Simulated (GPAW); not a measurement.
**Mg: optical spectrum from first principles**

Aim: the dielectric function of Mg, and the optical constants that follow from it.

Method: DFT, PBE, plane-wave PAW (GPAW data sets), scalar-relativistic, RPA, optical limit, in GPAW 26.7.0.

## (1) The structure

The structure is hexagonal, space group P6_3/mmc (No. 194). The conventional cell has a = 3.209 Å, b = 3.209 Å, c = 5.210 Å, α = 90.00°, β = 90.00°, γ = 120.00°. Nearest to Mg lie 12 Mg at 3.20 to 3.21 Å.

Structure file:

```cif
data_structure
_symmetry_space_group_name_H-M 'P6_3/mmc'
_symmetry_Int_Tables_number 194
_cell_length_a 3.2093
_cell_length_b 3.2093
_cell_length_c 5.2103
_cell_angle_alpha 90.000
_cell_angle_beta 90.000
_cell_angle_gamma 120.000
_cell_volume 46.47
loop_
_atom_site_label
_atom_site_type_symbol
_atom_site_symmetry_multiplicity
_atom_site_Wyckoff_symbol
_atom_site_fract_x
_atom_site_fract_y
_atom_site_fract_z
_atom_site_occupancy
Mg1 Mg 2 c 0.66667 0.33333 0.75000 1
```

## (2) Ground state

The self-consistent density comes first; it also tells whether there is a gap, which decides the occupations and the need for a Drude term.

This step: DFT, PBE, plane-wave PAW (GPAW data sets), scalar-relativistic, ground state (GPAW 26.7.0).

Input file gs.py:

```python
from ase import Atoms
from ase.dft.bandgap import bandgap
from gpaw import GPAW, PW, FermiDirac

atoms = Atoms(['Mg', 'Mg'],
              cell=[[3.209300000000, 0.000000000000, 0.000000000000],
                    [-1.604650000000, 2.779335328400, 0.000000000000],
                    [0.000000000000, 0.000000000000, 5.210300000000]],
              scaled_positions=[[0.666666666700, 0.333333333300, 0.750000000000],
                                [0.333333333300, 0.666666666700, 0.250000000000]],
              pbc=[True, True, True])
atoms.calc = GPAW(mode=PW(500), xc='PBE', kpts={'size': (12, 12, 5), 'gamma': True},
                  occupations=FermiDirac(0.05), maxiter=150, txt='gs.txt')
print('energy (eV)', atoms.get_potential_energy())
print('Fermi level (eV)', atoms.calc.get_fermi_level())
print('valence electrons', atoms.calc.get_number_of_electrons())
print('gap (eV)', bandgap(atoms.calc, output=None)[0])
print('direct gap (eV)', bandgap(atoms.calc, direct=True, output=None)[0])
atoms.calc.write('gs.gpw')
```

Started as:

```console
OMP_NUM_THREADS=1 python gs.py
```

Numbers of over 12 decimals in the logs are rounded to 6 here.

The program printed:

```text
__  _  _
 | _ |_)|_||  |
 |__||  | ||/\| - 26.7.0

Versions:
  Python: 3.12.14
  ASE:    3.29.0
  Numpy:  2.5.5
  Scipy:  1.18.1
  Libxc:  7.0.0

Input parameters:
  mode=PW(ecut=500.0),
  kpts=MonkhorstPack(size=(12, 12, 5), gamma=True),
  maxiter=150,
  occupations=Occupations(name='fermi-dirac', width=0.05, fixmagmom=False),
  xc=XC(name='PBE')

Diagonalizing LCAO Hamiltonian
Converting LCAO to pw mode

           Mg

        Mg

Atoms  # Å, Bohr magnetons
|   | symbol |         x |        y |        z |    initial magnetic moments |
| 0 |     Mg |  1.604650 | 0.926445 | 3.907725 | ( 0.0000,  0.0000,  0.0000) |
| 1 |     Mg | -0.000000 | 1.852890 | 1.302575 | ( 0.0000,  0.0000,  0.0000) |

Unit cell  # Å
| periodic |         x |        y |        z |  lengths |     angles |
|      yes |  3.209300 | 0.000000 | 0.000000 | 3.209300 |  90.000000 |
|      yes | -1.604650 | 2.779335 | 0.000000 | 3.209300 |  90.000000 |
|      yes |  0.000000 | 0.000000 | 5.210300 | 5.210300 | 120.000000 |

Number of symmetries: 12
Symmetry operations  # r_c * U_cc + t_c -> r_c
|    | kind |            matrix            |
|  0 |  σ   |  1, 1, 0,  0,-1, 0,  0, 0, 1 |
|  1 |  S6  |  1, 1, 0, -1, 0, 0,  0, 0,-1 |
|  2 |  E   |  1, 0, 0,  0, 1, 0,  0, 0, 1 |
|  3 |  C2  |  1, 0, 0, -1,-1, 0,  0, 0,-1 |
|  4 |  C2  |  0, 1, 0,  1, 0, 0,  0, 0,-1 |
|  5 |  C3  |  0, 1, 0, -1,-1, 0,  0, 0, 1 |
|  6 |  S6  |  0,-1, 0,  1, 1, 0,  0, 0,-1 |
|  7 |  σ   |  0,-1, 0, -1, 0, 0,  0, 0, 1 |
|  8 |  σ   | -1, 0, 0,  1, 1, 0,  0, 0, 1 |
|  9 |  i   | -1, 0, 0,  0,-1, 0,  0, 0,-1 |
| 10 |  C3  | -1,-1, 0,  1, 0, 0,  0, 0, 1 |
| 11 |  C2  | -1,-1, 0,  0, 1, 0,  0, 0,-1 |

BZ-sampling:
  Number of BZ points: 720
  Number of IBZ points: 81

  Monkhorst-Pack size: [12, 12, 5]
  Monkhorst-Pack shift: [0.041667, 0.041667, 0.0]

K-points  # in reciprocal-cell coordinates
|     |                                coordinates |     weight |
|   0 | ( -0.00000000,  -0.00000000,   0.00000000) | 0.00138889 |
|   1 | ( -0.00000000,  -0.00000000,   0.20000000) | 0.00277778 |
|   2 | ( -0.00000000,  -0.00000000,   0.40000000) | 0.00277778 |
|   3 | (  0.08333333,  -0.00000000,  -0.40000000) | 0.00833333 |
|   4 | (  0.08333333,  -0.00000000,  -0.20000000) | 0.00833333 |
|   5 | (  0.08333333,  -0.00000000,   0.00000000) | 0.00833333 |
|   6 | (  0.08333333,  -0.00000000,   0.20000000) | 0.00833333 |
|   7 | (  0.08333333,  -0.00000000,   0.40000000) | 0.00833333 |
|   8 | (  0.16666667,  -0.08333333,   0.00000000) | 0.00833333 |
|   9 | (  0.16666667,  -0.08333333,   0.20000000) | 0.01666667 |
| ... |                                            |            |
|  80 | (  0.50000000,   0.50000000,   0.40000000) | 0.00833333 |

Plane wave coefficients: 1194
Cutoff: 500.0 eV

Spin-components: 1 (collinear spins)
Bands:           16
Projectors:      10
Spin-degeneracy: 2
Datatype:        complex128

Parallelization:
  kpt:    1
  domain: 1
  band:   1

Density:
  Valence electrons: 20.0
  Components: 1
  Grid points: [18 18 27]
  Charge: 0.0  # |e|

Potential:
  Grid points: [18 18 27]

species:
  Mg:
    name:    Magnesium
    id:
    Z:       12.0
    valence: 10
    core:    2
    charge:  0.0  # [|e|]
    compensation charges:
      type: gauss
      rc: 0.33  # [Å]
      lmax: 2
    cutoffs:
      filter: 1.86  # [Å]
      core: 0.54  # [Å]
    projectors
    | kind |    occ | energy [eV] | rcut [Å] |
    |   2s |  2.000 |     -79.840 |    1.090 |
    |   3s |  2.000 |      -4.705 |    1.090 |
    |   2p |  6.000 |     -46.613 |    1.085 |
    |   3p |  0.000 |      -1.330 |    1.085 |
    |    d |        |       0.000 |    1.037 |

    Using partial waves for Mg as LCAO basis

Reference energy: -10899.289777  # eV

eigensolver:
  PPCG
  Converge bands: occupied
  niter=2

density mixing:
  MSR1-Mixer
  Pratt-step length: 0.05
  Maximum mixing coefficient: 0.75
  Old densities: 10
  SVD Regularization: 0.005
  Good broyden scale: 1.0
  Trust region scale: 1.0
  Backstep threshold: 4.0
  History deletion threshold: 6.0
  Fourier metric: weight=20.0, sigma=0.015

occupation numbers:
  Fermi-Dirac:
    width: 0.0500  # eV

poisson solver:
  ecut: 4000.0  # eV

xc functional:
  name: PBE with 2 nearest neighbor stencil

convergence criteria:
- Maximum [total energy] change in last 3 cyles: 0.0005 eV / valence electron
- Maximum integral of absolute [dens]ity change: 0.0001 electrons / valence electron
- Maximum integral of absolute [eigenst]ate change: 4e-08 eV^2 / valence electron
maximum number of iterations: 150

SCF iterations
|iter     |      energy | eigst |  dens |
|iter:   1||   -3.224456 | +0.25 |       |
|iter:   2||   -3.224877 | -2.23 | -1.56 |
|iter:   3||   -3.225008c| -2.39 | -1.59 |
|iter:   4||   -3.227458c| -2.85 | -2.06 |
|iter:   5||   -3.227499c| -4.47 | -3.00 |
|iter:   6||   -3.227504c| -5.47 | -3.74 |
|iter:   7||   -3.227504c| -6.40 | -4.19c|
|iter:   8||   -3.227504c| -8.00c| -6.02c|

Converged in 8 steps
SCF loop duration: 22.450 s (2.806 s/step)
Energy contributions relative to reference atoms: (reference = -10899.289777)

Energy contributions:
  Kinetic:          -3.600911
  Coulomb:           5.837977
  Zero:             -0.048129
  External:          0.000000
  Xc:               -5.412090
  Entropy:          -0.008701
  Spinorbit:         0.000000
  ----------------------------
  Free energy:      -3.231855
  Extrapolated:     -3.227504

dipole moment: (0.000000, 0.000000, 0.000000)  # |e|*Ang

Fermi level: 3.413
Eigenvalues  # (at kpt = [-0.000, -0.000, 0.000])
| band index |      eig [eV] | occ [0-2] |
|          0 |       -72.653 |     2.000 |
|        ... |               |           |
|          3 |       -39.418 |     2.000 |
|          4 |       -39.418 |     2.000 |
|          5 |       -39.416 |     2.000 |
|          6 |       -39.413 |     2.000 |
|          7 |       -39.413 |     2.000 |
|          8 |        -3.391 |     2.000 |
|          9 |         1.824 |     2.000 |
|         10 |         2.246 |     2.000 |
|         11 |        14.360 |     0.000 |
|         12 |        14.360 |     0.000 |
|         13 |        14.451 |     0.000 |
|         14 |        14.451 |     0.000 |
|         15 |        16.829 |     0.000 |

No gap
No difference between direct/indirect transitions

--- standard output ---
energy (eV) -3.227504
Fermi level (eV) 3.412514
valence electrons 20.0
gap (eV) 0.0
direct gap (eV) 0.0
```

It took 25 s on 1 thread of Arm Neoverse V1, shared host; peak memory 0.17 GiB.

Numbers from this step:

```
energy       : -3.228 eV
Fermi energy : 3.413 eV
electrons    : 20
```

There are states at the Fermi level within the smearing, so the occupations stay smeared and the carriers get a Drude term.

## (3) Bands for the response

The response needs many more empty bands than the density does.

This step: DFT, PBE, plane-wave PAW (GPAW data sets), scalar-relativistic, bands at fixed density (GPAW 26.7.0).

Input file nscf.py:

```python
from ase.dft.bandgap import bandgap
from gpaw import GPAW, FermiDirac

calc = GPAW('gs.gpw').fixed_density(kpts={'size': (18, 18, 9), 'gamma': True}, nbands=56, convergence={'bands': 50},
                                    occupations=FermiDirac(0.05), txt='nscf.txt')
print('gap (eV)', bandgap(calc, output=None)[0])
print('direct gap (eV)', bandgap(calc, direct=True, output=None)[0])
print('top band over the Fermi level (eV)', min(calc.get_eigenvalues(kpt=k)[49] for k in range(len(calc.get_ibz_k_points()))) - calc.get_fermi_level())
calc.write('full.gpw', mode='all')
```

Started as:

```console
OMP_NUM_THREADS=1 python nscf.py
```

The program printed:

```text
Diagonalizing LCAO Hamiltonian
Converting LCAO to pw mode
convergence criteria:
- Maximum integral of absolute [eigenst]ate change: 4e-08 eV^2 / valence electron
maximum number of iterations: 150

SCF iterations
|iter     |      energy | eigst |  dens |
|iter:   1||             | +3.88 |       |
|iter:   2||             | +2.61 |       |
|iter:   3||             | +1.57 |       |
|iter:   4||             | +0.33 |       |
|iter:   5||             | -0.71 |       |
|iter:   6||             | -1.78 |       |
|iter:   7||             | -2.76 |       |
|iter:   8||             | -3.88 |       |
|iter:   9||             | -4.83 |       |
|iter:  10||             | -5.92 |       |
|iter:  11||             | -6.77 |       |
|iter:  12||             | -7.37 |       |
|iter:  13||             | -7.81c|       |
SCF steps: 13
  __  _  _
 | _ |_)|_||  |
 |__||  | ||/\| - 26.7.0

Versions:
  Python: 3.12.14
  ASE:    3.29.0
  Numpy:  2.5.5
  Scipy:  1.18.1
  Libxc:  7.0.0

Input parameters:
  mode=PW(ecut=500.0),
  convergence={'bands': 50},
  gpts=array([18, 18, 27]),
  kpts=MonkhorstPack(size=(18, 18, 9), gamma=True),
  maxiter=150,
  nbands=56,
  occupations=Occupations(name='fermi-dirac', width=0.05, fixmagmom=False),
  parallel={},
  xc=XC(name='PBE')

--- standard output ---
gap (eV) 0.0
direct gap (eV) 0.0
top band over the Fermi level (eV) 41.155206
```

Wall time 7.6 min (1 thread); peak memory 0.5 GiB.

## (4) Dielectric function, RPA

Local fields let the induced charge screen the field inside the cell, which as a rule lowers ε, most along directions where the density is uneven.

This step: DFT, PBE, plane-wave PAW (GPAW data sets), scalar-relativistic, RPA, optical limit (GPAW 26.7.0).

Input file df.py:

```python
from gpaw.response.df import DielectricFunction

df = DielectricFunction('full.gpw', frequencies={'type': 'nonlinear', 'domega0': 0.03, 'omega2': 8},
                        ecut=60,
                        eta=0.2,
                        nbands=50,
                        rate=0.05,
                        txt='df.txt')
for direction in ['x', 'z']:
    df.get_dielectric_function(xc='RPA', direction=direction, filename=f'df_{direction}.csv')
```

Started as:

```console
OMP_NUM_THREADS=1 python df.py
```

The program printed:

```text
Using integrator: PointIntegrator
NonLinearFrequencyDescriptor(from 0.000 to 123.951 eV, 558 points)
Nonperiodic BCs:  [False False False]
Using integrator: PointIntegrator
NonLinearFrequencyDescriptor(from 0.000 to 123.951 eV, 558 points)
Nonperiodic BCs:  [False False False]
Using integrator: PointIntegrator

Calculating chi0 body with:
    Ground state adapter containing:
    Number of spins: 1
    Number of kpoints: 2916
    Number of irreducible kpoints: 293
    Number of completely occupied states: 8
    Number of partially occupied states: 12

    Linear response parametrization:
    q_c: [0.0, 0.0, 0.0]
    Number of frequency points: 558
    Planewave cutoff: 60.0
    Number of bands: 50
    Number of planewaves: 43
    Broadening (eta): 0.2

Integrating chi0 body.

Symmetries of q_c:
    Direct symmetries (Uq -> q): 12
    Indirect symmetries (TUq -> q): 0
In total 12 allowed symmetries.

293 groups of equivalent kpoints. 89.951989% reduction.

Integral kind: spectral function

Calculating chi0 optical extensions with:
    Ground state adapter containing:
    Number of spins: 1
    Number of kpoints: 2916
    Number of irreducible kpoints: 293
    Number of completely occupied states: 8
    Number of partially occupied states: 12

    Linear response parametrization:
    Number of frequency points: 558
    Planewave cutoff: 60.0
    Number of bands: 50
    Number of planewaves: 43
    Broadening (eta): 0.2
Integrating chi0 head and wings.

Symmetries of q_c:
    Direct symmetries (Uq -> q): 12
    Indirect symmetries (TUq -> q): 0
In total 12 allowed symmetries.

293 groups of equivalent kpoints. 89.951989% reduction.

Integral kind: spectral function wings

Calculating drude chi0 with:
    Number of frequency points:558
    Plasma frequency decay rate: 0.05 eV

    Ground state adapter containing:
    Number of spins: 1
    Number of kpoints: 2916
    Number of irreducible kpoints: 293
    Number of completely occupied states: 8
    Number of partially occupied states: 12

Symmetries of q_c:
    Direct symmetries (Uq -> q): 12
    Indirect symmetries (TUq -> q): 0
In total 12 allowed symmetries.

293 groups of equivalent kpoints. 89.951989% reduction.

Integral kind: intraband
Plasma frequency:
[[7.32-0.j 0.  +0.j 0.  +0.j]
 [0.  -0.j 7.32-0.j 0.  +0.j]
 [0.  +0.j 0.  -0.j 7.54+0.j]]
```

Run time: 76 s. Hardware: 1 thread; peak memory 0.24 GiB.

Read-outs, printed or worked out from the files:

* centre of weight of the strongest loss peak in the window: 10.66 eV

Sum at mesh points, not converged in k. The Im ε by photon energy; read off at these points:

```
photon energy (eV)   E ∥ x   E ∥ z
               0.7     120     123
               2.0    8.07    6.59
               4.0   0.952   0.780
               6.0   0.292   0.239
               8.0   0.132   0.104
              10.0  0.0748  0.0676
              12.0  0.0442  0.0430
              14.0  0.0290  0.0318
              16.0  0.0225  0.0219
```

(Part 1 of 2 ends here.)

[Machine, clock and banner lines and Python warnings are left out of the logs.]

[Logs are printed without paths, hosts, clocks, repeated set-up lines and the standing remarks that a program may print on its own settings, such as how far it seeks lower states.]

[Hosts, paths, dates, database ids (printed as entryN), source tags and the programs' standing remarks are cut or masked in the printed files.]
